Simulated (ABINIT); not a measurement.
# TlSnH3 (Pm-3m): zone-centre phonons, part 3 of 3

Which modes does TlSnH3 (Pm-3m) have at the zone centre?

ABINIT 10.8.3; DFT LDA, scalar-relativistic, plane waves, HGH norm-conserving pseudopotentials.

So far. Step 6 (Ground state): The cell stands at -0.40 GPa: the relaxation ran with a smoothed and higher cutoff, and the difference is a stress of the finite basis. Step 7 (Zone-centre response): The acoustic modes at Γ come out as far as 0.4 cm⁻¹ from zero, where they should vanish, a small numerical error. The lowest optical mode is imaginary, 488i cm⁻¹, an instability at this level and on this k mesh. The relaxed cell has a = 4.087 Å (conventional setting).

The structure was built from a prototype and need not be the compound's stable phase.

## (8) Zone-centre analysis

anaddb reads the merged derivatives and imposes the acoustic sum rule.

Contents of anaddb.abi:

```
ddb_filepath "gamma_DDB"
output_file "anaddb.abo"
outdata_prefix "anaddb"
asr 1
chneut 1
enunit 2
eivec 1
nph1l 1
qph1l 0.0 0.0 0.0 1.0
```

Contents of mrgddb.in:

```
gamma_DDB
merged
2
dfpt_gammao_DDB
gso_DDB
```

Launch:

```sh
$ mrgddb < mrgddb.in > mrgddb.log
$ OMP_NUM_THREADS=1 anaddb anaddb.abi > anaddb.log
```

anaddb.abo, the main output file:

```text
-outvars_anaddb: echo values of input variables ----------------------

 Miscellaneous information :
      enunit         2
       eivec         1
         asr         1
 First list of wavevector (reduced coord.) :
       nph1l         1
       qph1l
                     0.00000000E+00  0.00000000E+00  0.00000000E+00    1.000E+00

================================================================================

 read the DDB information and perform some checks

  ==== Info on the Cryst% object ====
 Real(R)+Recip(G) space primitive vectors, cartesian coordinates (Bohr,Bohr^-1):
 R(1)=  7.7226846  0.0000000  0.0000000  G(1)=  0.1294886  0.0000000  0.0000000
 R(2)=  0.0000000  7.7226846  0.0000000  G(2)=  0.0000000  0.1294886  0.0000000
 R(3)=  0.0000000  0.0000000  7.7226846  G(3)=  0.0000000  0.0000000  0.1294886
 Unit cell volume ucvol=  4.6057981E+02 bohr^3
 Angles (23,13,12)=  9.00000000E+01  9.00000000E+01  9.00000000E+01 degrees
 Time-reversal symmetry is present
 Reduced atomic positions [iatom, xred, symbol]:
    1)    0.0000000  0.0000000  0.0000000  Tl
    2)    0.5000000  0.5000000  0.5000000  Sn
    3)    0.5000000  0.5000000  0.0000000   H
    4)    0.5000000  0.0000000  0.5000000   H
    5)    0.0000000  0.5000000  0.5000000   H

 DDB file with 3 blocks has been read.

================================================================================

 Treat the first list of vectors

  Phonon wavevector (reduced coordinates) :  0.00000  0.00000  0.00000
 Phonon energies in Hartree :
  -2.222174E-03 -2.222174E-03 -2.222174E-03  0.000000E+00  0.000000E+00
   0.000000E+00  3.005068E-04  3.005068E-04  3.005068E-04  1.417173E-03
   1.417173E-03  1.417173E-03  1.534777E-03  1.534777E-03  1.534777E-03
 Phonon energies in meV     :
- -6.046843E+01 -6.046843E+01 -6.046843E+01  0.000000E+00  0.000000E+00
-  0.000000E+00  8.177206E+00  8.177206E+00  8.177206E+00  3.856324E+01
-  3.856324E+01  3.856324E+01  4.176341E+01  4.176341E+01  4.176341E+01
 Phonon frequencies in cm-1    :
- -4.877107E+02 -4.877107E+02 -4.877107E+02  0.000000E+00  0.000000E+00
-  0.000000E+00  6.595362E+01  6.595362E+01  6.595362E+01  3.110335E+02
-  3.110335E+02  3.110335E+02  3.368446E+02  3.368446E+02  3.368446E+02
 Phonon frequencies in Thz     :
- -1.462120E+01 -1.462120E+01 -1.462120E+01  0.000000E+00  0.000000E+00
-  0.000000E+00  1.977240E+00  1.977240E+00  1.977240E+00  9.324550E+00
-  9.324550E+00  9.324550E+00  1.009835E+01  1.009835E+01  1.009835E+01
 Phonon energies in Kelvin  :
- -7.017069E+02 -7.017069E+02 -7.017069E+02  0.000000E+00  0.000000E+00
-  0.000000E+00  9.489254E+01  9.489254E+01  9.489254E+01  4.475078E+02
-  4.475078E+02  4.475078E+02  4.846442E+02  4.846442E+02  4.846442E+02

 Eigendisplacements
 (will be given, for each mode : in cartesian coordinates
   for each atom the real part of the displacement vector,
   then the imaginary part of the displacement vector - absolute values smaller than 1.0d-7 are set to zero)
  Mode number    1   Energy   -2.222174E-03
 Attention : low frequency mode.
   (Could be unstable or acoustic mode)
-  1  0.00000000E+00  8.19304899E-06  0.00000000E+00
-     0.00000000E+00  0.00000000E+00  0.00000000E+00
-  2  0.00000000E+00 -2.45269331E-04  0.00000000E+00
-     0.00000000E+00  0.00000000E+00  0.00000000E+00
-  3  1.88604125E-07  2.12179872E-03  0.00000000E+00
-     0.00000000E+00  0.00000000E+00  0.00000000E+00
-  4  1.88604125E-07  2.29816412E-02  0.00000000E+00
-     0.00000000E+00  0.00000000E+00  0.00000000E+00
-  5  2.04281033E-06  2.12179872E-03  0.00000000E+00
-     0.00000000E+00  0.00000000E+00  0.00000000E+00
  Mode number    2   Energy   -2.222174E-03
 Attention : low frequency mode.
   (Could be unstable or acoustic mode)
-  1  0.00000000E+00  0.00000000E+00  8.19304902E-06
-     0.00000000E+00  0.00000000E+00  0.00000000E+00
-  2  0.00000000E+00  0.00000000E+00 -2.45269332E-04
-     0.00000000E+00  0.00000000E+00  0.00000000E+00
-  3  0.00000000E+00  0.00000000E+00  2.29816413E-02
-     0.00000000E+00  0.00000000E+00  0.00000000E+00
-  4  0.00000000E+00  0.00000000E+00  2.12179873E-03
-     0.00000000E+00  0.00000000E+00  0.00000000E+00
-  5  0.00000000E+00  0.00000000E+00  2.12179873E-03
-     0.00000000E+00  0.00000000E+00  0.00000000E+00
  Mode number    3   Energy   -2.222174E-03
 Attention : low frequency mode.
   (Could be unstable or acoustic mode)
-  1  8.19304899E-06  0.00000000E+00  0.00000000E+00
-     0.00000000E+00  0.00000000E+00  0.00000000E+00
-  2 -2.45269331E-04  0.00000000E+00  0.00000000E+00
-     0.00000000E+00  0.00000000E+00  0.00000000E+00
-  3  2.12179872E-03 -1.88604125E-07  0.00000000E+00
-     0.00000000E+00  0.00000000E+00  0.00000000E+00
-  4  2.12179872E-03 -2.04281033E-06  0.00000000E+00
-     0.00000000E+00  0.00000000E+00  0.00000000E+00
-  5  2.29816412E-02 -1.88604125E-07  0.00000000E+00
-     0.00000000E+00  0.00000000E+00  0.00000000E+00
  Mode number    4   Energy    0.000000E+00
 Attention : low frequency mode.
   (Could be unstable or acoustic mode)
-  1  0.00000000E+00  0.00000000E+00 -1.29698071E-03
-     0.00000000E+00  0.00000000E+00  0.00000000E+00
-  2  0.00000000E+00  0.00000000E+00 -1.29697771E-03
-     0.00000000E+00  0.00000000E+00  0.00000000E+00
-  3  0.00000000E+00  0.00000000E+00 -1.29697620E-03
-     0.00000000E+00  0.00000000E+00  0.00000000E+00
-  4  0.00000000E+00  0.00000000E+00 -1.29698252E-03
-     0.00000000E+00  0.00000000E+00  0.00000000E+00
-  5  0.00000000E+00  0.00000000E+00 -1.29698252E-03
-     0.00000000E+00  0.00000000E+00  0.00000000E+00
  Mode number    5   Energy    0.000000E+00
 Attention : low frequency mode.
   (Could be unstable or acoustic mode)
-  1  0.00000000E+00 -1.29698071E-03  0.00000000E+00
-     0.00000000E+00  0.00000000E+00  0.00000000E+00
-  2  0.00000000E+00 -1.29697771E-03  0.00000000E+00
-     0.00000000E+00  0.00000000E+00  0.00000000E+00
-  3  0.00000000E+00 -1.29698252E-03  0.00000000E+00
-     0.00000000E+00  0.00000000E+00  0.00000000E+00
-  4  0.00000000E+00 -1.29697620E-03  0.00000000E+00
-     0.00000000E+00  0.00000000E+00  0.00000000E+00
-  5  0.00000000E+00 -1.29698252E-03  0.00000000E+00
-     0.00000000E+00  0.00000000E+00  0.00000000E+00
  Mode number    6   Energy    0.000000E+00
 Attention : low frequency mode.
   (Could be unstable or acoustic mode)
-  1  1.29698071E-03  0.00000000E+00  0.00000000E+00
-     0.00000000E+00  0.00000000E+00  0.00000000E+00
-  2  1.29697771E-03  0.00000000E+00  0.00000000E+00
-     0.00000000E+00  0.00000000E+00  0.00000000E+00
-  3  1.29698252E-03  0.00000000E+00  0.00000000E+00
-     0.00000000E+00  0.00000000E+00  0.00000000E+00
-  4  1.29698252E-03  0.00000000E+00  0.00000000E+00
-     0.00000000E+00  0.00000000E+00  0.00000000E+00
-  5  1.29697620E-03  0.00000000E+00  0.00000000E+00
-     0.00000000E+00  0.00000000E+00  0.00000000E+00
  Mode number    7   Energy    3.005068E-04
-  1  0.00000000E+00  0.00000000E+00 -1.00088307E-03
-     0.00000000E+00  0.00000000E+00  0.00000000E+00
-  2  0.00000000E+00  0.00000000E+00  1.67630272E-03
-     0.00000000E+00  0.00000000E+00  0.00000000E+00
-  3  0.00000000E+00  0.00000000E+00  1.83890961E-03
-     0.00000000E+00  0.00000000E+00  0.00000000E+00
-  4  0.00000000E+00  0.00000000E+00  1.84378033E-03
-     0.00000000E+00  0.00000000E+00  0.00000000E+00
-  5  0.00000000E+00  0.00000000E+00  1.84378033E-03
-     0.00000000E+00  0.00000000E+00  0.00000000E+00
  Mode number    8   Energy    3.005068E-04
-  1  0.00000000E+00 -1.00088307E-03  0.00000000E+00
-     0.00000000E+00  0.00000000E+00  0.00000000E+00
-  2  0.00000000E+00  1.67630272E-03  0.00000000E+00
-     0.00000000E+00  0.00000000E+00  0.00000000E+00
-  3  0.00000000E+00  1.84378033E-03  0.00000000E+00
-     0.00000000E+00  0.00000000E+00  0.00000000E+00
-  4  0.00000000E+00  1.83890961E-03  0.00000000E+00
-     0.00000000E+00  0.00000000E+00  0.00000000E+00
-  5  0.00000000E+00  1.84378033E-03  0.00000000E+00
-     0.00000000E+00  0.00000000E+00  0.00000000E+00
  Mode number    9   Energy    3.005068E-04
-  1  1.00088307E-03  0.00000000E+00  0.00000000E+00
-     0.00000000E+00  0.00000000E+00  0.00000000E+00
-  2 -1.67630272E-03  0.00000000E+00  0.00000000E+00
-     0.00000000E+00  0.00000000E+00  0.00000000E+00
-  3 -1.84378033E-03  0.00000000E+00  0.00000000E+00
-     0.00000000E+00  0.00000000E+00  0.00000000E+00
-  4 -1.84378033E-03  0.00000000E+00  0.00000000E+00
-     0.00000000E+00  0.00000000E+00  0.00000000E+00
-  5 -1.83890961E-03  0.00000000E+00  0.00000000E+00
-     0.00000000E+00  0.00000000E+00  0.00000000E+00
  Mode number   10   Energy    1.417173E-03
-  1  0.00000000E+00  0.00000000E+00  0.00000000E+00
-     0.00000000E+00  0.00000000E+00  0.00000000E+00
-  2  0.00000000E+00  0.00000000E+00  0.00000000E+00
-     0.00000000E+00  0.00000000E+00  0.00000000E+00
-  3  0.00000000E+00  1.74453031E-07  0.00000000E+00
-     0.00000000E+00  0.00000000E+00  0.00000000E+00
-  4  0.00000000E+00  0.00000000E+00  1.64963405E-02
-     0.00000000E+00  0.00000000E+00  0.00000000E+00
-  5  0.00000000E+00 -1.74453031E-07 -1.64963405E-02
-     0.00000000E+00  0.00000000E+00  0.00000000E+00
  Mode number   11   Energy    1.417173E-03
-  1  0.00000000E+00  0.00000000E+00  0.00000000E+00
-     0.00000000E+00  0.00000000E+00  0.00000000E+00
-  2  0.00000000E+00  0.00000000E+00  0.00000000E+00
-     0.00000000E+00  0.00000000E+00  0.00000000E+00
-  3  5.06294350E-07 -1.64963404E-02  0.00000000E+00
-     0.00000000E+00  0.00000000E+00  0.00000000E+00
-  4 -5.06294350E-07  0.00000000E+00  1.74452609E-07
-     0.00000000E+00  0.00000000E+00  0.00000000E+00
-  5  0.00000000E+00  1.64963404E-02 -1.74452609E-07
-     0.00000000E+00  0.00000000E+00  0.00000000E+00
  Mode number   12   Energy    1.417173E-03
-  1  0.00000000E+00  0.00000000E+00  0.00000000E+00
-     0.00000000E+00  0.00000000E+00  0.00000000E+00
-  2  0.00000000E+00  0.00000000E+00  0.00000000E+00
-     0.00000000E+00  0.00000000E+00  0.00000000E+00
-  3  1.64963404E-02  5.06294205E-07  0.00000000E+00
-     0.00000000E+00  0.00000000E+00  0.00000000E+00
-  4 -1.64963404E-02  0.00000000E+00  0.00000000E+00
-     0.00000000E+00  0.00000000E+00  0.00000000E+00
-  5  0.00000000E+00 -5.06294205E-07  0.00000000E+00
-     0.00000000E+00  0.00000000E+00  0.00000000E+00
  Mode number   13   Energy    1.534777E-03
-  1  0.00000000E+00  0.00000000E+00 -9.00209147E-06
-     0.00000000E+00  0.00000000E+00  0.00000000E+00
-  2  0.00000000E+00  0.00000000E+00  2.62445959E-04
-     0.00000000E+00  0.00000000E+00  0.00000000E+00
-  3  0.00000000E+00 -1.07098140E-07  3.32248751E-03
-     0.00000000E+00  0.00000000E+00  0.00000000E+00
-  4  0.00000000E+00  0.00000000E+00 -1.62032567E-02
-     0.00000000E+00  0.00000000E+00  0.00000000E+00
-  5  0.00000000E+00 -1.07098140E-07 -1.62032567E-02
-     0.00000000E+00  0.00000000E+00  0.00000000E+00
  Mode number   14   Energy    1.534777E-03
-  1  0.00000000E+00  9.00209147E-06  0.00000000E+00
-     0.00000000E+00  0.00000000E+00  0.00000000E+00
-  2  0.00000000E+00 -2.62445959E-04  0.00000000E+00
-     0.00000000E+00  0.00000000E+00  0.00000000E+00
-  3  0.00000000E+00  1.62032567E-02  0.00000000E+00
-     0.00000000E+00  0.00000000E+00  0.00000000E+00
-  4  0.00000000E+00 -3.32248751E-03 -1.07098146E-07
-     0.00000000E+00  0.00000000E+00  0.00000000E+00
-  5  0.00000000E+00  1.62032567E-02 -1.07098146E-07
-     0.00000000E+00  0.00000000E+00  0.00000000E+00
  Mode number   15   Energy    1.534777E-03
-  1  9.00209147E-06  0.00000000E+00  0.00000000E+00
-     0.00000000E+00  0.00000000E+00  0.00000000E+00
-  2 -2.62445959E-04  0.00000000E+00  0.00000000E+00
-     0.00000000E+00  0.00000000E+00  0.00000000E+00
-  3  1.62032567E-02  0.00000000E+00  0.00000000E+00
-     0.00000000E+00  0.00000000E+00  0.00000000E+00
-  4  1.62032567E-02  0.00000000E+00  0.00000000E+00
-     0.00000000E+00  0.00000000E+00  0.00000000E+00
-  5 -3.32248751E-03  0.00000000E+00  0.00000000E+00
-     0.00000000E+00  0.00000000E+00  0.00000000E+00

 Analysis of degeneracies and characters (maximum tolerance=1.00E-06 a.u.)
 For each vibration mode, or group of modes if degenerate,
 the characters are given for each symmetry operation (see the list in the log file).
 Symmetry characters of vibration mode #   1
       degenerate with vibration modes #   2 to    3
  3.0 -3.0 -1.0  1.0 -1.0  1.0 -1.0  1.0  1.0 -1.0 -1.0  1.0  1.0 -1.0 -1.0  1.0
  0.0 -0.0  0.0 -0.0 -0.0  0.0 -0.0  0.0  1.0 -1.0 -1.0  1.0 -1.0  1.0  1.0 -1.0
  0.0 -0.0 -0.0  0.0 -0.0  0.0  0.0 -0.0  1.0 -1.0  1.0 -1.0 -1.0  1.0 -1.0  1.0
 Symmetry characters of vibration mode #   4
       degenerate with vibration modes #   5 to    6
  3.0 -3.0 -1.0  1.0 -1.0  1.0 -1.0  1.0  1.0 -1.0 -1.0  1.0  1.0 -1.0 -1.0  1.0
 -0.0  0.0 -0.0  0.0  0.0 -0.0  0.0 -0.0  1.0 -1.0 -1.0  1.0 -1.0  1.0  1.0 -1.0
 -0.0  0.0  0.0 -0.0  0.0 -0.0 -0.0  0.0  1.0 -1.0  1.0 -1.0 -1.0  1.0 -1.0  1.0
 Symmetry characters of vibration mode #   7
       degenerate with vibration modes #   8 to    9
  3.0 -3.0 -1.0  1.0 -1.0  1.0 -1.0  1.0  1.0 -1.0 -1.0  1.0  1.0 -1.0 -1.0  1.0
  0.0 -0.0  0.0 -0.0 -0.0  0.0  0.0 -0.0  1.0 -1.0 -1.0  1.0 -1.0  1.0  1.0 -1.0
  0.0 -0.0 -0.0  0.0  0.0 -0.0  0.0 -0.0  1.0 -1.0  1.0 -1.0 -1.0  1.0 -1.0  1.0
 Symmetry characters of vibration mode #  10
       degenerate with vibration modes #  11 to   12
  3.0 -3.0 -1.0  1.0 -1.0  1.0 -1.0  1.0 -1.0  1.0  1.0 -1.0 -1.0  1.0  1.0 -1.0
 -0.0  0.0 -0.0  0.0  0.0 -0.0  0.0 -0.0 -1.0  1.0  1.0 -1.0  1.0 -1.0 -1.0  1.0
 -0.0  0.0  0.0 -0.0  0.0 -0.0 -0.0  0.0 -1.0  1.0 -1.0  1.0  1.0 -1.0  1.0 -1.0
 Symmetry characters of vibration mode #  13
       degenerate with vibration modes #  14 to   15
  3.0 -3.0 -1.0  1.0 -1.0  1.0 -1.0  1.0  1.0 -1.0 -1.0  1.0  1.0 -1.0 -1.0  1.0
 -0.0  0.0 -0.0  0.0  0.0 -0.0  0.0 -0.0  1.0 -1.0 -1.0  1.0 -1.0  1.0  1.0 -1.0
 -0.0  0.0  0.0 -0.0  0.0 -0.0 -0.0  0.0  1.0 -1.0  1.0 -1.0 -1.0  1.0 -1.0  1.0
-
```

Wall time 0.51 s (1 thread of Arm Neoverse V1, shared host).

Read from the output:

| Property | Result |
| --- | --- |
| highest optical zone-centre mode (no LO-TO term) | 336.8 cm⁻¹ |

No LO-TO term; unit eigenvectors of the mass-weighted matrix, from anaddb's displacements. The modes at Γ (shares of kinetic energy by element, %) (negative means imaginary):

```
mode  frequency (cm⁻¹)  symmetry  Tl %  Sn %  H %
   1            -487.7       T1u     0     1   99
   2            -487.7       T1u     0     1   99
   3            -487.7       T1u     0     1   99
   4               0.0  acoustic    63    36    1
   5               0.0  acoustic    63    36    1
   6               0.0  acoustic    63    36    1
   7              66.0       T1u    37    61    2
   8              66.0       T1u    37    61    2
   9              66.0       T1u    37    61    2
  10             311.0       T2u     0     0  100
  11             311.0       T2u     0     0  100
  12             311.0       T2u     0     0  100
  13             336.8       T1u     0     1   99
  14             336.8       T1u     0     1   99
  15             336.8       T1u     0     1   99
```

Displacements in mode 2 (-487.7 cm⁻¹), the largest set to 1:
```
Tl1  0.00  0.00  0.00
Sn2  0.00  0.00 -0.01
H3   0.00  0.00  1.00
H4   0.00  0.00  0.09
H5   0.00  0.00  0.09
```

Displacements in mode 13 (336.8 cm⁻¹), the largest set to 1:
```
Tl1  0.00  0.00  0.00
Sn2  0.00  0.00  0.02
H3   0.00  0.00  0.21
H4   0.00  0.00 -1.00
H5   0.00  0.00 -1.00
```

The rule moves no optical mode by more than 0.1 cm⁻¹.

## (9) Outcome

```json
{"space group after relaxation": "Pm-3m", "volume per atom": "13.7 Å³", "highest optical zone-centre mode (no LO-TO term)": "336.8 cm⁻¹", "lowest optical zone-centre mode": "-487.7 cm⁻¹", "imaginary optical modes at the zone centre (no q mesh in this session)": "yes"}
```

At the LDA level the optical modes of TlSnH3 (Pm-3m) at the zone centre run from 488i to 337 cm⁻¹, so the structure is a saddle point, with 3 modes beyond 10i cm⁻¹ there. The base run prints -0.40 GPa, mostly the error of a finite basis; the relaxation, with a smoothed and higher cutoff, had brought the cell to rest. These are harmonic frequencies at zero temperature: anharmonic shifts and linewidths and thermal expansion are left out. Spin-orbit coupling is left out, which can matter for the heavy elements here. The HGH files keep few electrons and have no core correction, which is cheap but rough for Sn and Tl. In a metal the frequencies hang on the k mesh and the smearing, most of all near Kohn anomalies. The structure is a hypothetical one, built on a prototype.

[Host names and launcher messages were left out of these logs when they were recorded.]

[Logs are printed without paths, hosts, clocks, repeated set-up lines and the standing remarks that a program may print on its own settings, such as how far it seeks lower states.]

[Hosts, paths, dates, database ids (printed as entryN), source tags and the programs' standing remarks are cut or masked in the printed files.]
